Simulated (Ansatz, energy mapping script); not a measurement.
# Spin model of VSe in a distorted zinc-blende structure from collinear orders, part 2 of 2

How strongly do the moments of VSe in a distorted zinc-blende structure couple under PBE+U (0.64 eV)? The plan is to run several orders and fit a Heisenberg model.

PBE with U = 0.64 eV on V d, ortho-atomic projectors; plane waves, U on orthogonalised atomic orbitals unless named otherwise, collinear spin, no spin–orbit coupling.

So far. Step 8 (Compensated +− start in cell B (4 atoms)): The run ends antiferromagnetic, 90.40 meV a magnetic atom above the parallel order of its cell, a difference that unlike orbital or electronic states can set, not exchange alone (energies taken at zero occupation width, not the printed F). Step 9 (Parallel start in cell C (4 atoms)): The run ends ferromagnetic.

## (10) Run 6 (compensated +−; cell C, 4 atoms)

This order reverses 6 of the 6 neighbours at 4.03 Å, 0 of the 6 neighbours at 4.19 Å and 6 of the 6 neighbours at 5.82 Å, counted for an average magnetic atom.

File input.yaml:

```yaml
crystal:
  lattice:
    - [0.0, 2.961721555, 2.961721555]
    - [2.961721555, 2.961721555, 0.0]
    - [-2.740127233, 5.701848788, -2.740127233]
  atoms:
    - { symbol: V, position: [0.002824048, 0.002824048, 0.991527854], spin: 2.0 }
    - { symbol: V, position: [0.502824048, 0.502824048, 0.491527854], spin: -2.0 }
    - { symbol: Se, position: [0.372175952, 0.372175952, 0.883472146] }
    - { symbol: Se, position: [0.872175951, 0.872175951, 0.383472146] }
magnetization:
  spin_polarized: true
kpoints:
  mp_grid: { grid: [11, 11, 11] }
hamiltonian:
  xc: pbe
  hubbard:
    sites:
      - { species: V, l: d, u_eff: 0.64 }
      - { site: 0, l: d, u_eff: 0.64, starting_ns: [{ spin: up, occupation_matrix: v1_major }, { spin: down, occupation_matrix: v1_minor }] }
      - { site: 1, l: d, u_eff: 0.64, starting_ns: [{ spin: up, occupation_matrix: v1_minor }, { spin: down, occupation_matrix: v1_major }] }
    projectors: ortho-atomic
    occupation_matrices:
      v1_major:
        matrix:
          - [0.904, -0.01, 0.01, 0.0, 0.02]
          - [-0.01, 0.54, 0.025, -0.018, -0.025]
          - [0.01, 0.025, 0.54, -0.018, 0.025]
          - [0.0, -0.018, -0.018, 0.904, 0.0]
          - [0.02, -0.025, 0.025, 0.0, 0.54]
      v1_minor:
        matrix:
          - [0.039, 0.002, -0.002, 0.0, -0.005]
          - [0.002, 0.1, -0.003, 0.004, 0.003]
          - [-0.002, -0.003, 0.1, 0.004, -0.003]
          - [0.0, 0.004, 0.004, 0.039, 0.0]
          - [-0.005, 0.003, -0.003, 0.0, 0.1]
scf:
  occupations: { method: fermi_dirac, width: 0.05 }
output:
  eigenvalues: true
```

On the command line:

```
ansatz run input.yaml --threads 4 --pin off --max-ram 8192MiB --backend cpu --events-out ev --progress --plain --runs-dir out
```

Wall time 72 s (4 threads of Arm Neoverse V1, shared host); peak memory 2 GiB.

The run ends antiferromagnetic, 98.26 meV a magnetic atom above the parallel order of its cell, a difference that unlike orbital or electronic states can set, not exchange alone (energies taken at zero occupation width, not the printed F).

## (11) Parallel start in cell D (6 atoms)

File input.yaml:

```yaml
crystal:
  lattice:
    - [0.0, 2.961721555, 2.961721555]
    - [5.812645949, 0.110797161, -0.110797161]
    - [-2.740127233, 2.740127233, -5.701848788]
  atoms:
    - { symbol: V, position: [0.996234602, 0.001882699, 0.992469204], spin: 2.0 }
    - { symbol: V, position: [0.662901269, 0.668549366, 0.325802537], spin: 2.0 }
    - { symbol: V, position: [0.329567935, 0.335216032, 0.659135871], spin: 2.0 }
    - { symbol: Se, position: [0.837098731, 0.581450634, 0.674197463] }
    - { symbol: Se, position: [0.503765398, 0.248117301, 0.007530796] }
    - { symbol: Se, position: [0.170432065, 0.914783968, 0.340864129] }
magnetization:
  spin_polarized: true
kpoints:
  mp_grid: { grid: [10, 7, 10] }
hamiltonian:
  xc: pbe
  hubbard:
    sites:
      - { species: V, l: d, u_eff: 0.64 }
      - { site: 0, l: d, u_eff: 0.64, starting_ns: [{ spin: up, occupation_matrix: v1_major }, { spin: down, occupation_matrix: v1_minor }] }
      - { site: 1, l: d, u_eff: 0.64, starting_ns: [{ spin: up, occupation_matrix: v1_major }, { spin: down, occupation_matrix: v1_minor }] }
      - { site: 2, l: d, u_eff: 0.64, starting_ns: [{ spin: up, occupation_matrix: v1_major }, { spin: down, occupation_matrix: v1_minor }] }
    projectors: ortho-atomic
    occupation_matrices:
      v1_major:
        matrix:
          - [0.904, -0.01, 0.01, 0.0, 0.02]
          - [-0.01, 0.54, 0.025, -0.018, -0.025]
          - [0.01, 0.025, 0.54, -0.018, 0.025]
          - [0.0, -0.018, -0.018, 0.904, 0.0]
          - [0.02, -0.025, 0.025, 0.0, 0.54]
      v1_minor:
        matrix:
          - [0.039, 0.002, -0.002, 0.0, -0.005]
          - [0.002, 0.1, -0.003, 0.004, 0.003]
          - [-0.002, -0.003, 0.1, 0.004, -0.003]
          - [0.0, 0.004, 0.004, 0.039, 0.0]
          - [-0.005, 0.003, -0.003, 0.0, 0.1]
scf:
  occupations: { method: fermi_dirac, width: 0.05 }
output:
  eigenvalues: true
```

Wall time 5.5 min (4 threads); peak memory 4.2 GiB; 22 min of CPU time.

The run ends ferromagnetic. For each magnetic atom its energy differs from the parallel run of the first cell by -0.82 meV, an error that one common reference would have brought in.

## (12) Run 8 (uncompensated ++−; cell D, 6 atoms)

This order reverses 4 of the 6 neighbours at 4.03 Å, 2.67 of the 6 neighbours at 4.19 Å and 2.67 of the 6 neighbours at 5.82 Å, counted for an average magnetic atom.

Changes to input.yaml since step 11:

```diff
@@ -8,3 +8,3 @@
     - { symbol: V, position: [0.662901269, 0.668549366, 0.325802537], spin: 2.0 }
-    - { symbol: V, position: [0.329567935, 0.335216032, 0.659135871], spin: 2.0 }
+    - { symbol: V, position: [0.329567935, 0.335216032, 0.659135871], spin: -2.0 }
     - { symbol: Se, position: [0.837098731, 0.581450634, 0.674197463] }
@@ -23,3 +23,3 @@
       - { site: 1, l: d, u_eff: 0.64, starting_ns: [{ spin: up, occupation_matrix: v1_major }, { spin: down, occupation_matrix: v1_minor }] }
-      - { site: 2, l: d, u_eff: 0.64, starting_ns: [{ spin: up, occupation_matrix: v1_major }, { spin: down, occupation_matrix: v1_minor }] }
+      - { site: 2, l: d, u_eff: 0.64, starting_ns: [{ spin: up, occupation_matrix: v1_minor }, { spin: down, occupation_matrix: v1_major }] }
     projectors: ortho-atomic
```

It took 5.6 min on 4 threads; peak memory 4.3 GiB; 22 min of CPU time.

The run ends ferrimagnetic, 118.82 meV a magnetic atom above the parallel order of its cell, a difference that unlike orbital or electronic states can set, not exchange alone (energies taken at zero occupation width, not the printed F).

## (13) Mapping onto a Heisenberg model

Each energy difference is a sum of couplings weighted by the pairs that the order reverses. A few near shells are fitted to the differences by least squares. Energies are those extrapolated to zero occupation width, not the free energies F.

The orders side by side; each is measured from the parallel order in the same cell and on the same mesh:

```csv
order,atoms,energy (meV a magnetic atom),moments (μB),moments kept as typed,"opposed neighbours at 4.03, 4.19, 5.82 Å"
parallel in cell A,4,0.00,2.46,yes,"0, 0, 0"
compensated +− in cell A,4,143.75,2.13,yes,"4, 4, 0"
parallel in cell B,4,0.00,2.46,yes,"0, 0, 0"
compensated +− in cell B,4,90.40,2.21,yes,"2, 4, 6"
parallel in cell C,4,0.00,2.46,yes,"0, 0, 0"
compensated +− in cell C,4,98.26,2.20,yes,"6, 0, 6"
parallel in cell D,6,0.00,2.46,yes,"0, 0, 0"
uncompensated ++− in cell D,6,118.82,2.14 to 2.19,yes,"4, 2.67, 2.67"
```

The Heisenberg fit (each pair counts twice, positive J is ferromagnetic):

```csv
pair,distance (Å),neighbours,J (meV)
V–V,4.03,6,9.61
V–V,4.19,6,8.58
V–V,5.82,6,-1.34
```

## (14) What came out

```
couplings : not to be trusted
```

Between the runs the occupations of the corrected shell change by more than 0.2 electrons in one orbital, or the parallel runs differ in their moments. Whether a run was caught in another orbital state or the shell answers to the reversal itself, the energy differences hold more than the exchange of fixed moments, so a Heisenberg reading is in doubt. The cell was built from a prototype and relaxed; a distortion that needs a larger cell, or another structure that the compound may prefer, is not captured.

[Logs and program files are shortened in this print: banners, set-up blocks, solver, clock and traceback lines can be left out without a mark of their own.]

[Logs are printed without paths, hosts, clocks, repeated set-up lines and the standing remarks that a program may print on its own settings, such as how far it seeks lower states.]

[Hosts, paths, dates, database ids (printed as entryN), source tags and the programs' standing remarks are cut or masked in the printed files.]

[Where a cell is said to come from a database of computed structures, the database is the Materials Project.]
